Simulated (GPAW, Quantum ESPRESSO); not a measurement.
# As K-edge XANES of As (R-3m), part 4 of 4

Aim: the As K edge of As (R-3m) by two routes, a Lanczos recursion (XSpectra) and a sum over empty bands (GPAW), to see which features are robust.

Quantum ESPRESSO 7.5 and GPAW 26.7.0; core-hole supercells, plane-wave PAW PBE.

So far. Step 8 (Ground state of the crystal (GPAW)): The mesh shows no gap, so the system is treated as a metal and the core electron is put at the Fermi level (neutral cell). Step 9 (Spectrum without a core hole, As atom 1 (GPAW)): Main maxima below 30 eV (height): 2.6 eV (1.97), 12.6 eV (0.87), 17.6 eV (0.80) and 23.0 eV (0.79). 

The database entry behind the starting cell differs from later determinations by our own check (old inner coordinate), so it need not match the best structure at ambient conditions.

**11. Spectrum with XCH, As atom 1 (GPAW)**

Level of this step: X-ray absorption from dipole matrix elements to empty bands, plane-wave PAW PBE (GPAW).

The holes are 6.5 Å apart. The excited electron is kept in the cell, where it fills the lowest empty states and screens the hole. After the field has converged, empty bands are computed with the density fixed and the dipole matrix elements are summed.

xas.py

```python
import numpy as np
from ase import Atoms
from ase.parallel import parprint, paropen
from gpaw import GPAW, PW, FermiDirac, Mixer, MixerDif, setup_paths
from gpaw.test import gen
setup_paths.insert(0, '.')
gen('As', name='fch1s', xcname='PBE', corehole=(1, 0, 1), write_xml=True)
from gpaw.mpi import world
world.barrier()

atoms = Atoms('As12',
    cell=[[-5.6423907, 3.25763579, 0],
     [-3.7615938, -4.34351438, -3.51406199],
     [-1.8807969, -5.42939298, 3.51406199]],
    scaled_positions=[[0.113, 0.661, 0.339],
     [0.113, 0.99433333, 0.67233333],
     [0.613, 0.82766667, 0.50566667],
     [0.113, 0.32766667, 0.00566667],
     [0.613, 0.161, 0.839],
     [0.613, 0.49433333, 0.17233333],
     [0.387, 0.839, 0.161],
     [0.387, 0.17233333, 0.49433333],
     [0.887, 0.00566667, 0.32766667],
     [0.387, 0.50566667, 0.82766667],
     [0.887, 0.339, 0.661],
     [0.887, 0.67233333, 0.99433333]],
    pbc=True)
atoms.calc = calc = GPAW(legacy_gpaw=True, mode=PW(500, force_complex_dtype=True), xc='PBE', setups={0: 'fch1s'},
    kpts={'size': (4, 4, 4), 'gamma': True}, occupations=FermiDirac(0.1),
    charge=-1, mixer=Mixer(0.1, 5, 50), maxiter=150,
    convergence={'density': 0.0001, 'eigenstates': 1e-6}, txt='scf.txt')
energy = atoms.get_potential_energy() + calc.get_reference_energy()
ef = calc.get_fermi_level()
out = dict(energy=energy, fermi=ef, forces=atoms.get_forces().tolist())
parprint(f'all-electron energy {energy:.4f} eV, Fermi level {ef:.4f} eV')
ev = np.array([[calc.get_eigenvalues(k, s) for k in range(len(calc.get_ibz_k_points()))] for s in range(calc.get_number_of_spins())])
out['homo'], out['lumo'], out['counts'] = ev[ev < ef].max(), ev[ev > ef].min(), sorted(set((ev < ef).sum((0, 2)).tolist()))
out['filled'] = (ev[:, 0] < ef).sum(1).tolist()

from ase.units import Ha
from gpaw.xas import dipole_matrix_elements
nb = int(calc.get_number_of_electrons() / 2) + 156
top, nb = nb, nb + 8 + nb // 12
nscf = calc.fixed_density(kpts={'size': (5, 5, 5), 'gamma': True}, nbands=nb,
    convergence={'bands': top, 'eigenstates': 5e-3}, maxiter=60, txt='nscf.txt')
cell = atoms.cell.array
ops = [cell.T @ U.T @ np.linalg.inv(cell.T) for U in nscf.wfs.kd.symmetry.op_scc]
E = np.arange(-6, 34, 0.1)
fwhm = np.interp(E, [4, 25], [2.14, 3.5])
Y, X, zero, highest = 0, 0, 1e9, 1e9
for spin in range(nscf.get_number_of_spins()):
    wfs = nscf.wfs
    mine = wfs.bd.get_slice()  # this rank's bands
    A = dipole_matrix_elements(wfs.setups[0])
    eps = np.zeros((wfs.kd.nibzkpts, nb))
    d = np.zeros((3, A.shape[1], wfs.kd.nibzkpts, nb), complex)
    for kpt in wfs.kpt_u:
        if kpt.s == spin and 0 in kpt.P_ani:
            eps[kpt.k, mine] = kpt.eps_n * Ha
            d[:, :, kpt.k, mine] = (kpt.weight * wfs.nspins / 2) ** 0.5 * np.inner(A, kpt.P_ani[0])
    world.sum(eps)
    world.sum(d)
    T = np.einsum('amkn,bmkn->abkn', d, d.conj()).real
    T = sum(np.einsum('ai,ijkn,bj->abkn', R, T, R) for R in ops) / len(ops)
    empty = eps > ef
    zero, highest = min(zero, eps[empty].min()), min(highest, eps[:, top - 1].min())
    lines = [(eps, T, empty)] if spin == 0 else lines + [(eps, T, empty)]
for eps, T, empty in lines:
    f = np.einsum('aakn->akn', T).reshape(3, -1)
    x = eps.ravel() - zero
    w = np.interp(x, E, fwhm) / 2.35482
    g = np.exp(-0.5 * ((E[:, None] - x) / w) ** 2) / (w * (2 * np.pi) ** 0.5)
    Y = Y + (f * empty.ravel()) @ g.T
    X = X + (f * ~empty.ravel()) @ g.T
out.update(E=E.round(2).tolist(), xas=Y.tolist(), xes=X.tolist(), zero=zero, valid=highest - zero, nk=len(eps), nb=nb)
for i in range(0, len(E), 10):
    parprint(f'{E[i]:7.2f}', *(f'{v:10.3e}' for v in Y[:, i]))
import json
with paropen('out.json', 'w') as f:
    json.dump(out, f)
```

Command:

```sh
$ OMP_NUM_THREADS=1 mpirun -n 4 gpaw python xas.py
```

Numbers of over 12 decimals in the logs are rounded to 6 here.

The log of the run:

```text
Input parameters:
  charge: -1
  convergence: {density: 0.0001,
                eigenstates: 1e-06}
  kpts: {gamma: True,
         size: (4, 4, 4)}
  maxiter: 150
  mixer: {backend: pulay,
          beta: 0.1,
          method: separate,
          nmaxold: 5,
          weight: 50}
  mode: {ecut: 500.0,
         force_complex_dtype: True,
         name: pw}
  occupations: {fixmagmom: False,
                name: fermi-dirac,
                width: 0.1}
  setups: {0: fch1s}
  xc: PBE

Initialize ...

[... PAW data sets ...]

Reference energy: -726124.078919  # eV

Spin-paired calculation

[... convergence settings ...]
Symmetries present (total): 1
  [... symmetry matrices ...]

64 k-points: 4 x 4 x 4 Monkhorst-Pack grid + [1/8,1/8,1/8]
36 k-points in the irreducible part of the Brillouin zone
       k-points in crystal coordinates                weights
   0:     0.00000000    0.00000000    0.00000000          1/64
   1:     0.00000000    0.00000000    0.25000000          2/64
   2:     0.00000000    0.00000000    0.50000000          1/64
   3:     0.00000000    0.25000000   -0.25000000          2/64
   4:     0.00000000    0.25000000    0.00000000          2/64
   5:     0.00000000    0.25000000    0.25000000          2/64
   6:     0.00000000    0.25000000    0.50000000          2/64
   7:     0.00000000    0.50000000    0.00000000          1/64
   8:     0.00000000    0.50000000    0.25000000          2/64
   9:     0.00000000    0.50000000    0.50000000          1/64
          ...
  35:     0.50000000    0.50000000    0.50000000          1/64

Wave functions: Plane wave expansion
  Cutoff energy: 500.000 eV
  Number of coefficients (min, max): 6536, 6597
  Pulay-stress correction: 0.000000 eV/Ang^3 (de/decut=0.000000)
  Using FFTW library
  Wavefunction extrapolation:
    Improved wavefunction reuse through dual PAW basis

Occupation numbers: Fermi-Dirac:
  width: 0.1000  # eV

Eigensolver
   Davidson(niter=2)

Densities:
  Coarse grid: 35*35*35 grid
  Fine grid: 70*70*70 grid
  Total Charge: 0.000000

Density mixing:
  Method: separate
  Backend: pulay
  Linear mixing parameter: 0.1
  old densities: 5
  Width of damping distribution: 1.1
  Damping of long wavelength oscillations: 50

[... Hamiltonian set-up ...]
Number of atoms: 12
Number of atomic orbitals: 48
Number of bands in calculation: 41
Number of valence electrons: 61
Bands to converge: occupied

... initialized

Initializing position-dependent things.

Density initialized from atomic densities
Creating initial wave functions:
  41 bands from LCAO basis set

                      As

               As  As   As

        As        As
                    As        As

              As   As  As

                As

Atomic positions and initial magnetic moments

Positions:
   0 As    -3.761594   -4.343514   -1.131528    ( 0.0000,  0.0000,  0.0000)
   1 As    -5.642391   -7.601150   -1.131528    ( 0.0000,  0.0000,  0.0000)
   2 As    -7.523188   -4.343514   -1.131528    ( 0.0000,  0.0000,  0.0000)
   3 As    -1.880797   -1.085879   -1.131528    ( 0.0000,  0.0000,  0.0000)
   4 As    -5.642391   -3.257636    2.382534    ( 0.0000,  0.0000,  0.0000)
   5 As    -5.642391   -1.085879   -1.131528    ( 0.0000,  0.0000,  0.0000)
   6 As    -5.642391   -3.257636   -2.382534    ( 0.0000,  0.0000,  0.0000)
   7 As    -3.761594   -2.171757    1.131528    ( 0.0000,  0.0000,  0.0000)
   8 As    -5.642391    1.085879    1.131528    ( 0.0000,  0.0000,  0.0000)
   9 As    -5.642391   -5.429393    1.131528    ( 0.0000,  0.0000,  0.0000)
  10 As    -7.523188   -2.171757    1.131528    ( 0.0000,  0.0000,  0.0000)
  11 As    -9.403984   -5.429393    1.131528    ( 0.0000,  0.0000,  0.0000)

Unit cell:
           periodic     x           y           z      points  spacing
  1. axis:    yes   -5.642391    3.257636    0.000000    35     0.1779
  2. axis:    yes   -3.761594   -4.343514   -3.514062    35     0.1704
  3. axis:    yes   -1.880797   -5.429393    3.514062    35     0.1704

  Lengths:   6.515272   6.735305   6.735305
  Angles:   66.196902  99.277826  80.722174

Effective grid spacing dv^(1/3) = 0.1820

iter:   1   -68.464218
iter:   2   -66.132106   -1.96  -0.96
iter:   3   -64.874054   -1.67  -1.08
iter:   4   -64.876740   -3.05  -1.29
iter:   5   -64.834530   -2.90  -1.44
iter:   6   -64.846438   -2.84  -2.00
iter:   7   -64.815796   -3.29  -2.07
iter:   8   -64.815937   -4.26  -2.52
iter:   9   -64.814379c  -4.75  -2.67
iter:  10   -64.814352c  -5.41  -3.05
iter:  11   -64.814363c  -6.11c -3.26
iter:  12   -64.814352c  -6.47c -3.38
iter:  13   -64.814352c  -7.44c -3.62
iter:  14   -64.814355c  -7.22c -3.70
iter:  15   -64.814355c  -7.95c -3.93
iter:  16   -64.814354c  -8.64c -4.03c

Converged after 16 iterations.

Dipole moment: (0.230290, -0.132958, -0.089250) |e|*Ang

Energy contributions relative to reference atoms: (reference = -726124.078919)

Kinetic:       +138.219078
Potential:     -135.017145
External:        +0.000000
XC:             -67.825335
Entropy (-ST):   -0.125612
Local:           -0.128146
SIC:             +0.000000
--------------------------
Free energy:    -64.877160
Extrapolated:   -64.814354

Showing only first 2 kpts
 Kpt  Band  Eigenvalues  Occupancy
  0    28      6.48365    1.99976
  0    29      6.52028    1.99966
  0    30      6.58888    1.99932
  0    31      7.23772    1.63402

  1    28      5.66150    2.00000
  1    29      6.32092    1.99995
  1    30      7.47686    0.58006
[...]
Fermi level: 7.38734

No gap
No difference between direct/indirect transitions

Forces in eV/Ang:
  0 As    0.00396   -0.00229    0.82253
  1 As   -0.02983    0.00653    0.53488
  2 As   -0.11207   -0.06864    0.66300
  3 As   -0.02057    0.02257    0.53488
  4 As    0.08744   -0.05049    0.64148
  5 As    0.00341    0.13138    0.66300
  6 As   -0.40534    0.23402   -0.79573
  7 As    0.02964    0.04615   -0.51474
  8 As   -0.01190   -0.51510   -0.74958
  9 As   -0.02515   -0.04874   -0.51474
 10 As    0.04022   -0.02322   -0.53284
 11 As    0.44014    0.26786   -0.74958
Scalar-relativistic atomic PBE calculation for As (Arsenic, Z=33)
Core hole in 1s state (1s occupation: 1.0)
600 radial gridpoints.
|------------------------------------------------|
|------------------------------------------------|
[... the atom generator's iteration count ...]

Energy contributions:
-------------------------
Kinetic:    +1851.248669
XC:           -73.531634
Potential:  -3600.166259
-------------------------
Total:      -1822.449223

state      eigenvalue         ekin         rmax
-----------------------------------------------
1s^1.0 :  -445.263957   560.000236        0.030
2s^2.0 :   -58.288052   111.893877        0.167
2p^6.0 :   -52.217924   110.227557        0.132
3s^2.0 :    -8.061247    26.339154        0.508
3p^6.0 :    -5.996830    24.149555        0.501
3d^10.0:    -2.360744    19.310469        0.452
4s^2.0 :    -0.971867     3.776914        1.511
4p^3.0 :    -0.567835     2.620394        1.753
-----------------------------------------------
(units: Bohr and Hartree)

Generating PAW setup
Kinetic energy of the core from tauc = 1855.494658136941
Cutoffs:
rc(s)=2.000
rc(p)=2.000
rc(d)=2.000
rc(vbar)=1.800
rc(comp)=2.000
rc(nct)=2.000

Kinetic energy of the core states: 1835.833659
Charge: 1.0
Core electrons: 27.0
Valence electrons: 5.0
Pseudo-core charge: 0.751850
Shape function alpha=2.500
Pseudo-electron charge 6.366203
state    eigenvalue         norm
--------------------------------
4s(2) :    -0.971867     1.258173
*s    :     0.028133
4p(3) :    -0.567835     1.032669
*p    :     0.432165
*d    :     0.000000
--------------------------------

Diagonalizing with gridspacing h=0.050

state   all-electron     PAW
-------------------------------
4s:      -0.971867    -0.972276
4p:      -0.567835    -0.568225
*d:                   -0.128592
*f:                   -0.019690
-------------------------------
all-electron energy -726188.8933 eV, Fermi level 7.3873 eV
[...]
31.00  1.026e-07  1.026e-07  9.961e-08
  32.00  9.853e-08  9.875e-08  9.673e-08
  33.00  9.279e-08  9.272e-08  9.288e-08
```

Wall time 8.5 min (4 MPI ranks of Arm Neoverse V1, shared host); peak memory 0.83 GiB.

The As K spectrum, As atom 1, excited-electron core hole (neutral cell) (energy from the lowest empty level; intensity scaled to a mean of 1 over the first 20 eV; polarised curves are means over the symmetry-equivalent atoms):

| E (eV) | isotropic | ε ⊥ c | ε ∥ c |
| --- | --- | --- | --- |
| -2.0 | 0.04 | 0.04 | 0.04 |
| -1.5 | 0.15 | 0.16 | 0.13 |
| -1.0 | 0.41 | 0.43 | 0.36 |
| -0.5 | 0.88 | 0.93 | 0.78 |
| 0.0 | 1.49 | 1.57 | 1.33 |
| 0.5 | 2.03 | 2.13 | 1.83 |
| 1.0 | 2.30 | 2.40 | 2.10 |
| 1.5 | 2.26 | 2.36 | 2.05 |
| 2.0 | 2.04 | 2.15 | 1.81 |
| 2.5 | 1.78 | 1.90 | 1.53 |
| 3.0 | 1.55 | 1.66 | 1.31 |
| 3.5 | 1.36 | 1.44 | 1.20 |
| 4.0 | 1.22 | 1.24 | 1.16 |
| 4.5 | 1.12 | 1.09 | 1.17 |
| 5.0 | 1.05 | 0.98 | 1.18 |
| 5.5 | 0.98 | 0.90 | 1.13 |
| 6.0 | 0.87 | 0.81 | 0.98 |
| 6.5 | 0.72 | 0.70 | 0.76 |
| 7.0 | 0.58 | 0.60 | 0.54 |
| 7.5 | 0.48 | 0.53 | 0.38 |
| 8.0 | 0.44 | 0.51 | 0.31 |
| 8.5 | 0.47 | 0.54 | 0.33 |
| 9.0 | 0.53 | 0.60 | 0.39 |
| 9.5 | 0.62 | 0.69 | 0.49 |
| 10.0 | 0.72 | 0.78 | 0.60 |
| 10.5 | 0.81 | 0.86 | 0.70 |
| 11.0 | 0.87 | 0.92 | 0.78 |
| 11.5 | 0.91 | 0.94 | 0.83 |
| 12.0 | 0.91 | 0.94 | 0.85 |
| 12.5 | 0.89 | 0.91 | 0.85 |
| 13.0 | 0.86 | 0.86 | 0.85 |
| 13.5 | 0.82 | 0.81 | 0.84 |
| 14.0 | 0.79 | 0.76 | 0.85 |
| 14.5 | 0.78 | 0.74 | 0.86 |
| 15.0 | 0.78 | 0.73 | 0.88 |
| 15.5 | 0.80 | 0.75 | 0.91 |
| 16.0 | 0.82 | 0.77 | 0.94 |
| 16.5 | 0.84 | 0.78 | 0.95 |
| 17.0 | 0.85 | 0.79 | 0.95 |
| 17.5 | 0.84 | 0.79 | 0.93 |
| 18.0 | 0.82 | 0.79 | 0.89 |
| 18.5 | 0.81 | 0.78 | 0.86 |
| 19.0 | 0.79 | 0.78 | 0.82 |
| 19.5 | 0.79 | 0.78 | 0.80 |
| 20.0 | 0.79 | 0.79 | 0.80 |
| 20.5 | 0.80 | 0.81 | 0.80 |
| 21.0 | 0.82 | 0.82 | 0.82 |
| 21.5 | 0.83 | 0.83 | 0.83 |
| 22.0 | 0.84 | 0.84 | 0.85 |
| 22.5 | 0.84 | 0.84 | 0.85 |
| 23.0 | 0.84 | 0.83 | 0.85 |
| 23.5 | 0.83 | 0.82 | 0.85 |
| 24.0 | 0.82 | 0.80 | 0.84 |
| 24.5 | 0.80 | 0.79 | 0.83 |
| 25.0 | 0.80 | 0.78 | 0.82 |
| 25.5 | 0.80 | 0.78 | 0.82 |
| 26.0 | 0.80 | 0.79 | 0.83 |
| 26.5 | 0.81 | 0.80 | 0.84 |
| 27.0 | 0.82 | 0.81 | 0.85 |
| 27.5 | 0.84 | 0.83 | 0.87 |
| 28.0 | 0.86 | 0.85 | 0.88 |
| 28.5 | 0.88 | 0.87 | 0.90 |
| 29.0 | 0.89 | 0.89 | 0.90 |
| 29.5 | 0.91 | 0.90 | 0.91 |
| 30.0 | 0.91 | 0.92 | 0.91 |
| 30.5 | 0.91 | 0.92 | 0.90 |

Main maxima below 30 eV (height): 1.2 eV (2.32), 11.8 eV (0.91), 17.0 eV (0.85) and 22.4 eV (0.84). 

**12. The two programs side by side**

The line shapes differ (Lorentzian half width 1.07 eV up to 4 eV, rising linearly to 1.75 eV at 25 eV (not a setting of the program: the run's 0.4 eV curve was folded afterwards with a further Lorentzian), against Gaussian full width 2.14 eV up to 4 eV, rising linearly to 3.5 eV at 25 eV), so both get a further Gaussian of 1.5 eV full width before they are compared; the Lorentzian tails remain.

| E (eV) | XSpectra | GPAW |
| --- | --- | --- |
| -2.00 | 0.36 | 0.11 |
| -1.25 | 0.58 | 0.39 |
| -0.50 | 0.96 | 0.96 |
| 0.25 | 1.40 | 1.66 |
| 1.00 | 1.68 | 2.09 |
| 1.75 | 1.69 | 2.07 |
| 2.50 | 1.55 | 1.79 |
| 3.25 | 1.39 | 1.48 |
| 4.00 | 1.24 | 1.25 |
| 4.75 | 1.12 | 1.09 |
| 5.50 | 1.01 | 0.95 |
| 6.25 | 0.89 | 0.78 |
| 7.00 | 0.76 | 0.61 |
| 7.75 | 0.69 | 0.50 |
| 8.50 | 0.68 | 0.50 |
| 9.25 | 0.72 | 0.59 |
| 10.00 | 0.79 | 0.71 |
| 10.75 | 0.85 | 0.82 |
| 11.50 | 0.89 | 0.88 |
| 12.25 | 0.90 | 0.89 |
| 13.00 | 0.88 | 0.85 |
| 13.75 | 0.86 | 0.81 |
| 14.50 | 0.85 | 0.79 |
| 15.25 | 0.85 | 0.80 |
| 16.00 | 0.86 | 0.82 |
| 16.75 | 0.87 | 0.84 |
| 17.50 | 0.86 | 0.83 |
| 18.25 | 0.85 | 0.81 |
| 19.00 | 0.84 | 0.80 |
| 19.75 | 0.84 | 0.80 |
| 20.50 | 0.84 | 0.81 |
| 21.25 | 0.84 | 0.82 |
| 22.00 | 0.85 | 0.84 |
| 22.75 | 0.85 | 0.84 |
| 23.50 | 0.84 | 0.83 |
| 24.25 | 0.83 | 0.81 |
| 25.00 | 0.81 | 0.80 |
| 25.75 | 0.81 | 0.80 |
| 26.50 | 0.81 | 0.81 |
| 27.25 | 0.82 | 0.83 |
| 28.00 | 0.83 | 0.86 |
| 28.75 | 0.84 | 0.88 |
| 29.50 | 0.85 | 0.90 |
| 30.25 | 0.86 | 0.91 |

|  | XSpectra | GPAW |
| --- | --- | --- |
| k mesh of the spectrum | 4×4×4 | 5×5×5 |
| cutoff (eV) | 544 | 500 |
| highest intensity below 24 eV after the common broadening, eV (height) | 1.4 (1.71) | 1.4 (2.13) |
| core time, hole field and spectrum | 13 min | 34 min |

**13. With and without the hole**

XSpectra's curves. Both curves are counted from their own zero, so only the shift of weight within the empty states shows.

| E (eV) | no hole | XCH |
| --- | --- | --- |
| -2.0 | 0.21 | 0.33 |
| -1.0 | 0.33 | 0.61 |
| 0.0 | 0.64 | 1.30 |
| 1.0 | 1.18 | 1.80 |
| 2.0 | 1.55 | 1.67 |
| 3.0 | 1.65 | 1.44 |
| 4.0 | 1.57 | 1.23 |
| 5.0 | 1.37 | 1.08 |
| 6.0 | 1.22 | 0.95 |
| 7.0 | 1.00 | 0.74 |
| 8.0 | 0.78 | 0.65 |
| 9.0 | 0.69 | 0.69 |
| 10.0 | 0.72 | 0.79 |
| 11.0 | 0.80 | 0.88 |
| 12.0 | 0.87 | 0.91 |
| 13.0 | 0.89 | 0.89 |
| 14.0 | 0.84 | 0.85 |
| 15.0 | 0.81 | 0.84 |
| 16.0 | 0.82 | 0.86 |
| 17.0 | 0.84 | 0.87 |
| 18.0 | 0.84 | 0.86 |
| 19.0 | 0.81 | 0.84 |
| 20.0 | 0.80 | 0.84 |
| 21.0 | 0.80 | 0.84 |
| 22.0 | 0.80 | 0.85 |
| 23.0 | 0.80 | 0.85 |
| 24.0 | 0.79 | 0.83 |
| 25.0 | 0.78 | 0.81 |
| 26.0 | 0.78 | 0.81 |
| 27.0 | 0.77 | 0.82 |
| 28.0 | 0.77 | 0.83 |
| 29.0 | 0.78 | 0.84 |
| 30.0 | 0.80 | 0.86 |
| 31.0 | 0.82 | 0.86 |
| 32.0 | 0.83 | 0.85 |

With each curve scaled to its own mean, the area from −2 to 6 eV with the hole is 9.8 against 9.0, and the centre of weight from −1 to 20 eV moves by -0.3 eV (first and strongest maxima below 20 eV: 3.1 eV (1.65) and 12.7 eV (0.89) without the hole, 1.2 eV (1.81) and 11.9 eV (0.91) with it); the shape changes all the same, by 22 % r.m.s.

**14. Runs not followed above**

These runs aren't followed: redraws of a spectrum that repeat one shown, runs with a planted fault or a state judged unsound, or a program's part that gave no sound spectrum.

| program | step | status | elapsed |
| --- | --- | --- | --- |
| Quantum ESPRESSO | no core hole, redrawn | converged | 13 s |
| Quantum ESPRESSO | spectrum with XCH, redrawn | converged | 4.1 s |

**15. Results**

```yaml
absorber_and_edge: As K, atom 1 of the ground-state input (counted from 1)
surroundings: 3 As at 2.51 Å (pyramidal, site symmetry 3m)
highest_intensity_below_24_ev_xspectra_narrow_line: 1.2 eV above the zero, height 1.81
```

**Reading.** The two programs agree on where the features lie, less on their heights: 17 % r.m.s. remains over the first 14 eV after a relative shift of 0.0 eV; their raw zeros differ by 8 eV. What differs may come from the PAW partial waves, meshes, cutoffs and line shapes. In XSpectra the As K edge of atom 1, with 3 As at 2.51 Å (pyramidal, site symmetry 3m), has its highest intensity of the first 24 eV at 1.2 eV above the zero, 1.8 times the mean level of the first 20 eV (Lorentzian half width 1.07 eV up to 4 eV, rising linearly to 1.75 eV at 25 eV (not a setting of the program: the run's 0.4 eV curve was folded afterwards with a further Lorentzian)). In XSpectra: With each curve scaled to its own mean, the area from −2 to 6 eV with the hole is 9.8 against 9.0, and the centre of weight from −1 to 20 eV moves by -0.3 eV (first and strongest maxima below 20 eV: 3.1 eV (1.65) and 12.7 eV (0.89) without the hole, 1.2 eV (1.81) and 11.9 eV (0.91) with it); the shape changes all the same, by 22 % r.m.s. In GPAW: With each curve scaled to its own mean, the area from −2 to 6 eV with the hole is 10.5 against 9.6, and the centre of weight from −1 to 20 eV moves by -0.4 eV (first and strongest maxima below 20 eV: 2.6 eV (1.97), 12.6 eV (0.87) and 17.6 eV (0.80) without the hole, 1.2 eV (2.32), 11.8 eV (0.91) and 17.0 eV (0.85) with it); the shape changes all the same, by 31 % r.m.s. In XSpectra, at the As K edge of atom 1 polarisation matters most near 2.5 eV, where the curves differ by 0.3 on this scale. 3 further runs of this session are left out of this account as redundant. The unit cell's mesh shows no gap over 0.35 eV. That is right for a metallic compound; for a small-gap or correlated insulator it would be the fault of the functional or of the assumed magnetic order, and the hole would be screened too well. The structure is a published determination, not relaxed.

[Banner, clock and machine lines of the logs are left out without a mark of their own.]

[Logs are printed without paths, hosts, clocks, repeated set-up lines and the standing remarks that a program may print on its own settings, such as how far it seeks lower states.]

[Hosts, paths, dates, database ids (printed as entryN), source tags and the programs' standing remarks are cut or masked in the printed files.]

[Lists of maxima count a maximum above −3 eV only where it reaches 4 % of the highest in the window and stands out from its surroundings by 2 % of it (1.5 % where it reaches 55 %); shoulders and weaker maxima are passed over, and of the rest the first, up to two pre-edge ones and the few strongest are named.]
